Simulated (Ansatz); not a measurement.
## Al (Fm-3m): phonon-mediated transition temperature

What Tc do the phonons of Al (Fm-3m) give, and how does it depend on μ*? The cell shown first is a relaxed one, from steps not shown here.

Main program and level: Ansatz 0.2.0; DFT PBE, scalar-relativistic, plane waves, PAW.

The experiments to compare with:

“List of superconductors” (2026, Wikipedia's table of superconducting elements, as read in December) quotes from earlier work for Al (bulk crystal): superconducting transition temperature (bulk, normal pressure) 1.2 K.

## (1) The cell after earlier relaxation steps

It takes space group Fm-3m (No. 225, cubic). The conventional cell has a = 4.044 Å, b = 4.044 Å, c = 4.044 Å, α = 90.00°, β = 90.00°, γ = 90.00°. Nearest to Al lie 12 Al at 2.86 Å.

## (2) Coupling and resistivity: q 3×3×3, k 9×9×9, scattering 16×16×16

The run that gives the couplings also evaluates McMillan's and Allen and Dynes's formulas and, where asked, the Eliashberg equations, over a range of μ*.

input.yaml

```yaml
crystal:
  lattice:
    - [0.0, 2.0221356536, 2.0221356536]
    - [2.0221356536, 0.0, 2.0221356536]
    - [2.0221356536, 2.0221356536, 0.0]
  atoms:
    - { symbol: Al, position: [0.0, 0.0, 0.0] }
kpoints:
  mp_grid: { grid: [9, 9, 9] }
hamiltonian:
  xc: pbe
scf:
  occupations: { method: methfessel_paxton, width: 0.2 }
output:
  eigenvalues: true
phonons:
  method: dfpt
  qmesh: [3, 3, 3]
  temperatures: { t_max: 1000, t_step: 50 }
  qpath:
    path:
      - [[0.0, 0.0, 0.0], [0.5, 0.0, 0.5], [0.625, 0.25, 0.625]]
      - [[0.375, 0.375, 0.75], [0.0, 0.0, 0.0], [0.5, 0.5, 0.5], [0.5, 0.25, 0.75], [0.5, 0.0, 0.5]]
    npoints: 10
  electrical_resistivity:
    mesh: [16, 16, 16]
    temperatures: [20.0, 50.0, 80.0, 100.0, 150.0, 200.0, 273.0, 300.0, 400.0, 500.0, 600.0, 800.0]
  superconductivity: { mesh: [16, 16, 16] }
```

Launch:

```bash
> ansatz run input.yaml --threads 4 --pin off --max-ram 10240MiB --backend cpu --events-out ev --progress --plain --runs-dir out
```

Numbers of over 12 decimals in the logs are rounded to 6 here.

The log of the run:

```text
Engine: ansatz 0.2.0, x86_64-unknown-linux-gnu
Pseudopotentials: kind: paw
Pseudopotential: Al, paw, valence charge 3, recommended cutoff 420 eV (normal), Al.paw.azcp
Functional definition: PBE
  parameter kappa = 0.804
  parameter beta = 0.066725
  exchange = pbe_x(kappa = kappa, mu = beta*pi^2/3)
  correlation = pbe_c(beta = beta)
Crystal: 1 atoms, lattice volume = 16.537 Å³
Basis set: ecut = 420 eV, 331 PW (Γ), exchange–correlation on 40×40×40 points (8 copies of the dense FFT grid, shifted against one another)
Bands: 6, of which v1, the nominal top of the filled ones, is band 2 counted from 1 (1 counted from 0)
Symmetry: 48 space group operations
k-points: 35 of 729
Non-local potential: Al, projectors of the file, l = 0: 2, l = 1: 2, l = 2: 1
PAW form: soft (Blöchl's): semilocal exchange-correlation on the pseudo side does not see the compensation charge
PAW one-centre angular grid: Al, 110 points (default); XC on 64 Gauss nodes
Initial density: superposition of atomic densities (neutral atoms: chi_scale 0, normalization atom), corrected by the library's trained network
Initial wavefunctions: pseudopotential atomic-orbital guess
Functional: x = pbe(κ = 0.804, μ = 0.219515), c = pbe(β = 0.066725)
SCF iter   1: F=—  HF=-537.472824 eV  |F-HF|=—  |Δ(HF+E_count)|=         —  Δρ=6.95e-4  dr2=5.94e-5  ethr=1.77e-3  ⟨swp⟩=4.6  Hψ=1715  notcnv=0
preconditioner: auto → none  [insulator: Δε(μ)=0.144 eV  Ē_g=13.184 eV  σ=0.200 eV  W_gap=0.55  n_scr=0 (ndim 8)  ℏωp=15.8 eV  f_vac=0.000  D(μ)=0.61/eV (n_scr^D=0)  ε∞_Penn≈2.4]
SCF iter   2: F=—  HF=-537.472839 eV  |F-HF|=—  |Δ(HF+E_count)|=   1.41e-5  S|Δr|=    0.00e0  Δρ=3.20e-4  dr2=1.11e-5  ethr=1.98e-6  ⟨swp⟩=1.6  Hψ=513  notcnv=0
SCF iter   3: F=—  HF=-537.472847 eV  |F-HF|=—  |Δ(HF+E_count)|=   8.58e-6  S|Δr|=    0.00e0  Δρ=2.45e-5  dr2=6.66e-8  ethr=3.68e-7  ⟨swp⟩=1.0  Hψ=194  notcnv=0
SCF iter   4: F=—  HF=-537.472847 eV  |F-HF|=—  |Δ(HF+E_count)|=   1.54e-7  S|Δr|=    0.00e0  Δρ=1.06e-6  dr2=8.98e-11  ethr=2.22e-9  ⟨swp⟩=1.0  Hψ=195  notcnv=0
SCF iter   5: F=-537.472847 eV  HF=-537.472847 eV  |F-HF|=2.27e-13  |Δ(HF+E_count)|=  1.19e-10  S|Δr|=    0.00e0  Δρ=9.12e-8  dr2=9.59e-13  ethr=1.00e-12  ⟨swp⟩=6.2  Hψ=774  notcnv=0
SCF 1 converged in 5 iterations: F = -537.472847 eV  dr2 = 9.59e-13
  greatest PAW one-centre occupation: 0.446 electrons in one spin orbital (limit 2), on the Al atom at site 0 (counted from 0), in its partial waves of l = 0
NSCF: frozen V_eff on 35 k-points
NSCF: frozen V_eff on 75 k-points
DFPT response loops at q = (0, 0, 0) (fractional): preconditioner auto → Kerker (q_TF=auto, 2.053 Å⁻¹) (partly filled bands, converged f_vac=0.000); β = 1.00, the filter's whole step (`scf.mixing.beta` (0.50) is not read by the response loops under this deck's `scf.mixing.preconditioner`; to damp them name `kerker` or `kerker_dos`, under which they read `scf.mixing.beta`, and type it under 1.00, their step now; both keys bind the ground state too); Broyden in place of MSR1
NSCF: frozen V_eff on 810 k-points
DFPT response loops at q = (0, 0, 0.333333) (fractional): mixed as the last ones told, above
NSCF: frozen V_eff on 450 k-points
DFPT response loops at q = (0, 0.333333, 0.333333) (fractional): mixed as the last ones told, above
NSCF: frozen V_eff on 810 k-points
DFPT response loops at q = (0, 0.333333, -0.333333) (fractional): mixed as the last ones told, above
SCF iter   1: F=—  HF=-537.472824 eV  |F-HF|=—  |Δ(HF+E_count)|=         —  Δρ=6.95e-4  dr2=5.94e-5  ethr=1.77e-3  ⟨swp⟩=4.6  Hψ=1715  notcnv=0
SCF iter   2: F=—  HF=-537.472839 eV  |F-HF|=—  |Δ(HF+E_count)|=   1.41e-5  S|Δr|=    0.00e0  Δρ=3.20e-4  dr2=1.11e-5  ethr=1.98e-6  ⟨swp⟩=1.6  Hψ=513  notcnv=0
SCF iter   3: F=—  HF=-537.472847 eV  |F-HF|=—  |Δ(HF+E_count)|=   8.58e-6  S|Δr|=    0.00e0  Δρ=2.45e-5  dr2=6.66e-8  ethr=3.68e-7  ⟨swp⟩=1.0  Hψ=194  notcnv=0
SCF iter   4: F=—  HF=-537.472847 eV  |F-HF|=—  |Δ(HF+E_count)|=   1.54e-7  S|Δr|=    0.00e0  Δρ=1.06e-6  dr2=8.98e-11  ethr=2.22e-9  ⟨swp⟩=1.0  Hψ=195  notcnv=0
SCF iter   5: F=-537.472847 eV  HF=-537.472847 eV  |F-HF|=1.14e-13  |Δ(HF+E_count)|=  1.18e-10  S|Δr|=    0.00e0  Δρ=9.06e-8  dr2=9.57e-13  ethr=1.00e-12  ⟨swp⟩=2.0  Hψ=351  notcnv=0
SCF 2 converged in 5 iterations: F = -537.472847 eV  dr2 = 9.57e-13
NSCF: frozen V_eff on 35 k-points
NSCF: frozen V_eff on 72 k-points
[...]
SCF converged after 5 iterations
Stability not checked: this state was not tested for a lower state beside it, because cold or Methfessel-Paxton smearing, or corrected tetrahedra, fill the levels in a way that the test cannot read (fill_not_monotonic; see scf.lower_state_search)
Free energy (F): -537.472847 eV
Harris-Foulkes:  -537.472847 eV  (|F-HF|=2.27e-13)
Internal energy: -537.471859 eV  (E = F + TS)
E sigma→0 (E₀):  -537.472600 eV
Entropy (-TS):   -0.000988 eV (-0.988 meV/atom)
Fermi energy:    7.881782 eV
--- Per-component energies (eV) ---
  E_band       = 10.549940
  E_kinetic    = 22.770206
  E_local      = 9.845740  (includes V_loc(G=0)·N_el)
  E_nonlocal   = 10.319917
  E_hartree    = 0.106070
  E_xc         = -39.718181
  E_vxc        = -28.938933  (∫ρ·V_xc dr)
  E_paw        = -467.335712  (= ΣΔE_a)
  E_vpaw       = -3.659127  (= ΣTr[D̂ρ^β])
  E_aug_tail   = -0.000002  (compensation charges beyond the density's cutoff)
  E_ewald      = -73.459896
  E_smearing   = -0.000988  (= −TS)
  E_closure    = 0.000000  (closes the sum)
  Σ components = -537.472847   (vs F -537.472847, Δ=0.00e0)
--- Band table (eV; the first three rows and the last of 35) ---
  k-point 0: bands = ["-3.1900", "20.4316", "20.4316", "20.4316", "22.0087", "22.0087"]
  k-point 1: bands = ["-2.8553", "16.7600", "19.6469", "19.6469", "22.6341", "23.2775"]
  k-point 2: bands = ["-1.8561", "12.3864", "18.8918", "18.8918", "22.2988", "23.0801"]
  k-point 34: bands = ["5.4157", "7.6688", "8.9198", "9.7609", "22.4198", "23.4849"]
--- Phonons (Γ-DFPT): 1 representative perturbation + reference (Σ response iterations 4) ---
  ASR residual: 8.884e-6 → 0.000e0 eV/Å²; symmetrization residual: 1.665e-15 eV/Å²
  ASR residual per site (eV/Å²): 8.88e-6
  Γ frequencies (cm⁻¹): 0.00 0.00 0.00
--- Phonons (arbitrary-q DFPT): 4 irreducible q on the 3×3×3 mesh ---
  q = [0.0000, 0.0000, 0.0000] (star 1, of the zone-centre solve; hermiticity 1.37e-11, symmetrization 1.87e-10): -0.00 -0.00 -0.00
  q = [0.0000, 0.0000, 0.3333] (star 8, 1 solved perturbation on 405 of 729 k-point pairs; hermiticity 2.45e-12, symmetrization 1.23e-12): 130.60 130.60 250.61
[...]
800.00      6.9573e0              no      6.9573e0      6.9573e0      6.9573e0        7.0448e0          8.4801e0
  mean free path at 20 K (of a tensor a third of its trace): 359465 nm by what each carries, 134766 by the Fermi surface alone
  mean free path at 50 K (of a tensor a third of its trace): 1696 nm by what each carries, 1133 by the Fermi surface alone
  Hall coefficient in a weak field at 50 K (a third of the trace): -3.419e-11 m³/C (as a tensor it moves by 23.5 % between the two finest meshes); by each state's relaxation time: -4.196e-11 m³/C; by a constant relaxation time: -1.900e-11 m³/C
  mean free path at 80 K (of a tensor a third of its trace): 278 nm by what each carries, 224 by the Fermi surface alone
  Hall coefficient in a weak field at 80 K (a third of the trace): -2.860e-11 m³/C (as a tensor it moves by 24.0 % between the two finest meshes); by each state's relaxation time: -3.499e-11 m³/C; by a constant relaxation time: -1.883e-11 m³/C
  mean free path at 100 K (of a tensor a third of its trace): 147 nm by what each carries, 126 by the Fermi surface alone
  Hall coefficient in a weak field at 100 K (a third of the trace): -2.890e-11 m³/C (as a tensor it moves by 22.8 % between the two finest meshes); by each state's relaxation time: -3.561e-11 m³/C; by a constant relaxation time: -1.876e-11 m³/C
  mean free path at 150 K (of a tensor a third of its trace): 61.6 nm by what each carries, 56.7 by the Fermi surface alone
  Hall coefficient in a weak field at 150 K (a third of the trace): -3.028e-11 m³/C (as a tensor it moves by 21.4 % between the two finest meshes); by each state's relaxation time: -3.709e-11 m³/C; by a constant relaxation time: -1.864e-11 m³/C
  mean free path at 200 K (of a tensor a third of its trace): 38.9 nm by what each carries, 36.5 by the Fermi surface alone
  Hall coefficient in a weak field at 200 K (a third of the trace): -3.103e-11 m³/C (as a tensor it moves by 21.2 % between the two finest meshes); by each state's relaxation time: -3.761e-11 m³/C; by a constant relaxation time: -1.857e-11 m³/C
  mean free path at 273 K (of a tensor a third of its trace): 25.7 nm by what each carries, 24.4 by the Fermi surface alone
  Hall coefficient in a weak field at 273 K (a third of the trace): -3.145e-11 m³/C (as a tensor it moves by 21.3 % between the two finest meshes); by each state's relaxation time: -3.787e-11 m³/C; by a constant relaxation time: -1.846e-11 m³/C
  mean free path at 300 K (of a tensor a third of its trace): 22.9 nm by what each carries, 21.8 by the Fermi surface alone
  Hall coefficient in a weak field at 300 K (a third of the trace): -3.151e-11 m³/C (as a tensor it moves by 21.3 % between the two finest meshes); by each state's relaxation time: -3.790e-11 m³/C; by a constant relaxation time: -1.842e-11 m³/C
  mean free path at 400 K (of a tensor a third of its trace): 16.5 nm by what each carries, 15.7 by the Fermi surface alone
  Hall coefficient in a weak field at 400 K (a third of the trace): -3.154e-11 m³/C (as a tensor it moves by 21.6 % between the two finest meshes); by each state's relaxation time: -3.787e-11 m³/C; by a constant relaxation time: -1.824e-11 m³/C
  mean free path at 500 K (of a tensor a third of its trace): 12.9 nm by what each carries, 12.3 by the Fermi surface alone
  Hall coefficient in a weak field at 500 K (a third of the trace): -3.140e-11 m³/C (as a tensor it moves by 21.6 % between the two finest meshes); by each state's relaxation time: -3.770e-11 m³/C; by a constant relaxation time: -1.803e-11 m³/C
  mean free path at 600 K (of a tensor a third of its trace): 10.6 nm by what each carries, 10.2 by the Fermi surface alone
  Hall coefficient in a weak field at 600 K (a third of the trace): -3.120e-11 m³/C (as a tensor it moves by 21.7 % between the two finest meshes); by each state's relaxation time: -3.746e-11 m³/C; by a constant relaxation time: -1.781e-11 m³/C
  mean free path at 800 K (of a tensor a third of its trace): 7.85 nm by what each carries, 7.53 by the Fermi surface alone
  Hall coefficient in a weak field at 800 K (a third of the trace): -3.070e-11 m³/C (as a tensor it moves by 21.6 % between the two finest meshes); by each state's relaxation time: -3.687e-11 m³/C; by a constant relaxation time: -1.739e-11 m³/C
  the resistivity times a path that all electrons share, by the Fermi surface of the deck's mesh alone (a third of the trace): 5.240e-16 Ω·m²
  not converged in the mesh (the resistivity at 20 K by 30.69 %; the resistivity at 150 K by 2.30 %; the resistivity at 200 K by 2.52 %; the resistivity at 273 K by 2.53 %; the resistivity at 300 K by 2.50 %; the resistivity at 400 K by 2.36 %; the resistivity at 500 K by 2.28 %; the resistivity at 600 K by 2.37 %; the resistivity at 800 K by 2.88 %): between neighbouring meshes, the two finest first, λ moves by 0.09 [...]
  vibrations of 27 cells: unjudged by the run; compare a larger repeat
  the changes of the potential over all sites missed a rigid shift's by 0.00 % (the site terms' by 0.05 %)
  at the force constants' own smearing the fine mesh and the k-points of their solves give squared frequencies that differ by 14.9 % of the larger at the most, at (0, 0, 0.3333)
--- Superconductivity: potentials and phonons of a 3×3×3 supercell ---
           mesh         λ    ħω_log (meV)  μ* declared at (meV)
       16×16×16    0.4131          24.318               27.606
          8×8×8    0.4128          25.008               27.879
          4×4×4    0.4659          27.224               29.090
  λ by the species' shares of the modes' patterns: Al 0.4131
  with the Fermi level up to 39.4 meV (the hardest mode) off, states and modes as they are: density of states 0.1906 to 0.1911 /eV of one spin and cell, λ 0.4123 to 0.4141
  transition temperature on the deck's mesh (K), isotropic and anisotropic, restricted to the Fermi surface (FSR) and over the full bandwidth (FBW), and the last with the density of states resolved in a narrower window:
        μ*   McMillan   Allen–Dynes      iso. FSR      iso. FBW    aniso. FSR    aniso. FBW  narrow window
      0.08      2.137         2.174         1.990         1.990         2.092         2.093          2.093
      0.10      1.417         1.440         1.276         1.276         1.363         1.364          1.364
      0.12      0.869         0.881         0.758         0.758         0.828         0.828          0.828
      0.13      0.655         0.665         0.564         0.564         0.625         0.625          0.625
      0.14      0.480         0.486         0.407         0.408         0.460         0.460          0.460
      0.16      0.230         0.233         0.192         0.192         0.228         0.228          0.228
      0.20      0.027         0.027    none_found    none_found    none_found    none_found     none_found
  none_found: no transition down to 0.1 K
  isotope coefficients −∂ln Tc/∂ln M under μ* = 0.13, the force constants as they are, of the isotropic transitions restricted to the Fermi surface and over the full bandwidth: Al 0.238 and 0.238
  gaps at the Fermi level over the full bandwidth under μ* = 0.1, 0.341 K: 0.149 to 0.262 meV
  gaps at the Fermi level over the full bandwidth under μ* = 0.13, 0.156 K: 0.065 to 0.124 meV
  gaps at the Fermi level over the full bandwidth under μ* = 0.16, 0.057 K: 0.022 to 0.047 meV
  not converged in the mesh (the transition temperature): between neighbouring meshes, the two finest first, λ moves by 0.09 % and 12.88 % and the anisotropic transition temperature over the full bandwidth at μ* = 0.13 by 9.07 % and 152.16 %; converged means that the two finest part by at most 2.00 % and 5.00 %
  vibrations of 27 cells: unjudged by the run; compare a larger repeat
  the changes of the potential over all sites missed a rigid shift's by 0.00 % (the site terms' by 0.05 %)
  at the force constants' own smearing the fine mesh and the k-points of their solves give squared frequencies that differ by 14.9 % of the larger at the most, at (0, 0, 0.3333)
```

Wall time 48 s (4 threads of Intel Xeon Platinum 8375C at 2.90GHz (Ice Lake), shared host); peak memory 1.7 GiB.

This step gave:

```yaml
volume_per_atom: 16.54 Å³
metallic_on_mesh: yes
gap_on_the_k_mesh: 0 eV
zero_point_energy: 0.03753 eV/cell
share_of_imaginary_modes_in_the_plain_interpolation_between_solved_wavevectors: 0
highest_frequency_solved_or_plainly_interpolated: 317.4 cm⁻¹
debye_temperature_second_moment: 392 K
resistivity_at_300_k: 2.403 μΩ cm
coupling_constant_lambda: 0.4131
density_of_states_at_the_fermi_level: 0.1908 states/eV a spin and cell
log_mean_phonon_energy_omega_log: 24.32 meV
transport_coupling_constant_lambda_tr: 0.3354, 0.3354, 0.3354 (xx, yy, zz)
drude_plasma_energy: 12.36, 12.36, 12.36 eV (xx, yy, zz)
resistivity_times_mean_free_path: 5.24, 5.24, 5.24 × 10⁻¹⁶ Ω m² (xx, yy, zz)
second_moment_phonon_energy_omega: 27.61 meV
coupling_lambda_by_branch: 0.0926, 0.121, 0.199 (branches by rank of frequency)
```

An empty cell: under 1 mK by a formula, or no transition down to the floor of the Eliashberg search. Transition temperatures:

```csv
μ*,McMillan Tc (K),Allen–Dynes Tc (K),isotropic Fermi-surface Tc (K),isotropic full bandwidth Tc (K),anisotropic Fermi-surface Tc (K),anisotropic full bandwidth Tc (K),anisotropic narrow window Tc (K)
0.08,2.14,2.17,1.99,1.99,2.09,2.09,2.09
0.1,1.42,1.44,1.28,1.28,1.36,1.36,1.36
0.12,0.869,0.881,0.758,0.758,0.828,0.828,0.828
0.13,0.655,0.665,0.564,0.564,0.625,0.625,0.625
0.14,0.48,0.486,0.407,0.408,0.46,0.46,0.46
0.16,0.23,0.233,0.192,0.192,0.228,0.228,0.228
0.2,0.0268,0.0271,-,-,-,-,-
```

(Part 1 of 2 ends here.)

[Logs are printed without paths, hosts, clocks, repeated set-up lines and the standing remarks that a program may print on its own settings, such as how far it seeks lower states.]

[Hosts, paths, dates, database ids (printed as entryN), source tags and the programs' standing remarks are cut or masked in the printed files.]
